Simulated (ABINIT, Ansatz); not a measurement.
# GeBr2 (P-3m1): Raman and infrared activity, part 3 of 4

Aim: Raman and infrared lines of GeBr2 (P-3m1).

ABINIT 10.8.3; DFT LDA, scalar-relativistic, plane waves, HGH norm-conserving pseudopotentials.

So far, highest optical zone-centre mode (no LO-TO term) (cm⁻¹): step 6 (zone-centre analysis) 200. The relaxed cell has a = 3.916, c = 6.106 Å (conventional setting).

The structure was built from a prototype and need not be the compound's stable phase.

## Step 7: Sum rules set otherwise (asr 0)

Without the rule the raw error of the acoustic modes shows.

Contents of anaddb.abi:

```
ddb_filepath "gamma_DDB"
output_file "anaddb.abo"
outdata_prefix "anaddb"
asr 0
chneut 0
enunit 2
eivec 1
nph1l 1
qph1l 0.0 0.0 0.0 1.0
dieflag 1
nph2l 3
qph2l 
    1.0 0.0 0.0 0.0
    0.0 0.0 1.0 0.0
    1.0 1.0 1.0 0.0
nlflag 1
ramansr 1
alphon 1
prtmbm 1
```

Contents of mrgddb.in:

```
gamma_DDB
merged
3
dfpt_gammao_DS2_DDB
dfpt_gammao_DS3_DDB
gso_DDB
```

Launch:

```bash
$ mrgddb < mrgddb.in > mrgddb.log
$ OMP_NUM_THREADS=1 anaddb anaddb.abi > anaddb.log
```

anaddb.abo, the main output file:

```text
[banners, grids, parts of the stress and lines that vanish by symmetry left out]
-outvars_anaddb: echo values of input variables ----------------------

 Flags :
[...]
Dielectric Tensor and Effective Charges
[...]
Effective charge tensors after
[...]
1          1       -0.000000000        0.000000000       -0.000000000
[...]
1          2       -0.000000000        0.000000000       -0.000000000
[...]
1          3       -0.000000000        0.000000000        0.000000000
[...]
2          1        0.000000000        0.011872312        0.022556895
[...]
2          2        0.011872312       -0.000000000       -0.000000000
[...]
2          3        0.026823923       -0.000000000        0.000000000
[...]
3          1       -0.000000000       -0.011872312       -0.022556895
[...]
3          2       -0.011872312       -0.000000000       -0.000000000
[...]
3          3       -0.026823923        0.000000000       -0.000000000
[...]
Phonon wavevector (reduced coordinates) :  0.00000  0.00000  0.00000
 Phonon energies in Hartree :
[...]
Phonon energies in meV     :
- -1.619721E-01  4.221994E-02  4.222001E-02  9.282022E+00  9.282022E+00
-  1.371021E+01  1.371021E+01  1.707025E+01  2.484632E+01
 Phonon frequencies in cm-1    :
- -1.306393E+00  3.405268E-01  3.405274E-01  7.486455E+01  7.486455E+01
-  1.105803E+02  1.105803E+02  1.376809E+02  2.003991E+02
 Phonon frequencies in Thz     :
- -3.916468E-02  1.020874E-02  1.020875E-02  2.244383E+00  2.244383E+00
-  3.315114E+00  3.315114E+00  4.127569E+00  6.007815E+00
 Phonon energies in Kelvin  :
- -1.879608E+00  4.899421E-01  4.899429E-01  1.077134E+02  1.077134E+02
-  1.591004E+02  1.591004E+02  1.980921E+02  2.883296E+02
[...]
-  1  0.00000000E+00 -1.53568956E-03  0.00000000E+00
-     0.00000000E+00  0.00000000E+00  0.00000000E+00
-  2  0.00000000E+00 -1.53662377E-03  0.00000000E+00
-     0.00000000E+00  0.00000000E+00  0.00000000E+00
-  3  0.00000000E+00 -1.53662377E-03  0.00000000E+00
-     0.00000000E+00  0.00000000E+00  0.00000000E+00
[...]
-  1  1.53568956E-03  0.00000000E+00  0.00000000E+00
-     0.00000000E+00  0.00000000E+00  0.00000000E+00
-  2  1.53662377E-03  0.00000000E+00  0.00000000E+00
-     0.00000000E+00  0.00000000E+00  0.00000000E+00
-  3  1.53662377E-03  0.00000000E+00  0.00000000E+00
-     0.00000000E+00  0.00000000E+00  0.00000000E+00
[...]
-  1  0.00000000E+00 -2.27965217E-03  0.00000000E+00
-     0.00000000E+00  0.00000000E+00  0.00000000E+00
-  2  0.00000000E+00  1.03514787E-03  0.00000000E+00
-     0.00000000E+00  0.00000000E+00  0.00000000E+00
-  3  0.00000000E+00  1.03514787E-03  0.00000000E+00
-     0.00000000E+00  0.00000000E+00  0.00000000E+00
[...]
-  1  2.27965217E-03  0.00000000E+00  0.00000000E+00
-     0.00000000E+00  0.00000000E+00  0.00000000E+00
[...]
-     0.00000000E+00  0.00000000E+00  0.00000000E+00
[...]
-     0.00000000E+00  0.00000000E+00  0.00000000E+00
[...]
-     0.00000000E+00  0.00000000E+00  0.00000000E+00
[...]
-     0.00000000E+00  0.00000000E+00  0.00000000E+00
[...]
-     2         -0.001254     0.000000     0.000000     0.001254
-     3          0.000000    -0.001254    -0.000000     0.001254
-     4          5.391227     0.000000     0.000000     5.391227
-     5         -0.000000     5.391227    -0.000000     5.391227
-     6          0.000000     0.000000    -0.000000     0.000000
-     7         -0.000000    -0.000000     0.000000     0.000000
[...]
-   2     Real    1.1143E-11  0.0000E+00  0.0000E+00  0.0000E+00  0.0000E+00  0.0000E+00  1.1143E-11
[...]
-   3     Real    0.0000E+00  1.1143E-11  0.0000E+00  0.0000E+00  0.0000E+00  0.0000E+00  1.1143E-11
[...]
-   4     Real    2.1334E-04  0.0000E+00  0.0000E+00  0.0000E+00  0.0000E+00  0.0000E+00  2.1334E-04
[...]
-   5     Real    0.0000E+00  2.1334E-04  0.0000E+00  0.0000E+00  0.0000E+00  0.0000E+00  2.1334E-04
[...]
-   6     Real    0.0000E+00  0.0000E+00  0.0000E+00  0.0000E+00  0.0000E+00  0.0000E+00  0.0000E+00
[...]
-   7     Real    0.0000E+00  0.0000E+00  0.0000E+00  0.0000E+00  0.0000E+00  0.0000E+00  0.0000E+00
[...]
Phonon at Gamma, with non-analyticity in the
[...]
Phonon energies in Hartree :
[...]
Phonon energies in meV     :
- -1.619721E-01  4.221994E-02  4.226530E-02  9.282022E+00  1.371021E+01
[...]
Phonon frequencies in cm-1    :
- -1.306393E+00  3.405268E-01  3.408927E-01  7.486455E+01  1.105803E+02
[...]
Phonon frequencies in Thz     :
- -3.916468E-02  1.020874E-02  1.021970E-02  2.244383E+00  3.315114E+00
[...]
Phonon energies in Kelvin  :
- -1.879608E+00  4.899421E-01  4.904685E-01  1.077134E+02  1.591004E+02
[...]
Phonon at Gamma, with non-analyticity in the
[...]
Phonon energies in Hartree :
[...]
Phonon energies in meV     :
- -1.618569E-01  4.221994E-02  4.222001E-02  9.282022E+00  9.282022E+00
[...]
Phonon frequencies in cm-1    :
- -1.305464E+00  3.405268E-01  3.405274E-01  7.486455E+01  7.486455E+01
[...]
Phonon frequencies in Thz     :
- -3.913682E-02  1.020874E-02  1.020875E-02  2.244383E+00  2.244383E+00
[...]
Phonon energies in Kelvin  :
- -1.878271E+00  4.899421E-01  4.899429E-01  1.077134E+02  1.077134E+02
[...]
-         0.001028996       0.000000011      -0.000000021
-         0.001955050      -0.000000021      -0.000000000
[...]
Phonon at Gamma, with non-analyticity in the
[...]
Phonon energies in Hartree :
[...]
Phonon energies in meV     :
- -1.619655E-01  4.221998E-02  4.226268E-02  9.282022E+00  1.371021E+01
[...]
Phonon frequencies in cm-1    :
- -1.306340E+00  3.405271E-01  3.408715E-01  7.486455E+01  1.105803E+02
-  1.105803E+02  1.376809E+02  1.629541E+02  2.111169E+02
 Phonon frequencies in Thz     :
- -3.916308E-02  1.020874E-02  1.021907E-02  2.244383E+00  3.315114E+00
-  3.315114E+00  4.127569E+00  4.885241E+00  6.329124E+00
 Phonon energies in Kelvin  :
- -1.879532E+00  4.899425E-01  4.904380E-01  1.077134E+02  1.591004E+02
-  1.591004E+02  1.980921E+02  2.344546E+02  3.037501E+02
[...]
-  1  1.08497886E-03 -1.08681337E-03  0.00000000E+00
-     0.00000000E+00  0.00000000E+00  0.00000000E+00
-  2  1.08563925E-03 -1.08747415E-03  0.00000000E+00
-     0.00000000E+00  0.00000000E+00  0.00000000E+00
-  3  1.08563925E-03 -1.08747415E-03  0.00000000E+00
-     0.00000000E+00  0.00000000E+00  0.00000000E+00
[...]
-     0.00000000E+00  0.00000000E+00  0.00000000E+00
[...]
-  2  1.85276651E-03  0.00000000E+00  0.00000000E+00
[...]
-  3 -1.85276651E-03  0.00000000E+00  0.00000000E+00
[...]
-         0.001028996      -0.000000003       0.000000006
-         0.001955050       0.000000006      -0.000000000
[...]
Direction                     Dielectric constant
[...]
0.00000   0.00000   1.00000      6.01690542
   1.00000   1.00000   1.00000     35.02582005
-
```

The job ended after 0.61 s (1 thread of Arm Neoverse V2, shared host).

Zone-centre frequencies as printed; negative means imaginary. Modes:

| mode | frequency (cm⁻¹) |
| --- | --- |
| 1 | -1.31 |
| 2 | 0.34 |
| 3 | 0.34 |
| 4 | 74.86 |
| 5 | 74.86 |
| 6 | 110.6 |
| 7 | 110.6 |
| 8 | 137.7 |
| 9 | 200.4 |

[end of part 3 of 4]

[Host names and launcher messages were left out of these logs when they were recorded.]

[Logs are printed without paths, hosts, clocks, repeated set-up lines and the standing remarks that a program may print on its own settings, such as how far it seeks lower states.]

[Hosts, paths, dates, database ids (printed as entryN), source tags and the programs' standing remarks are cut or masked in the printed files.]
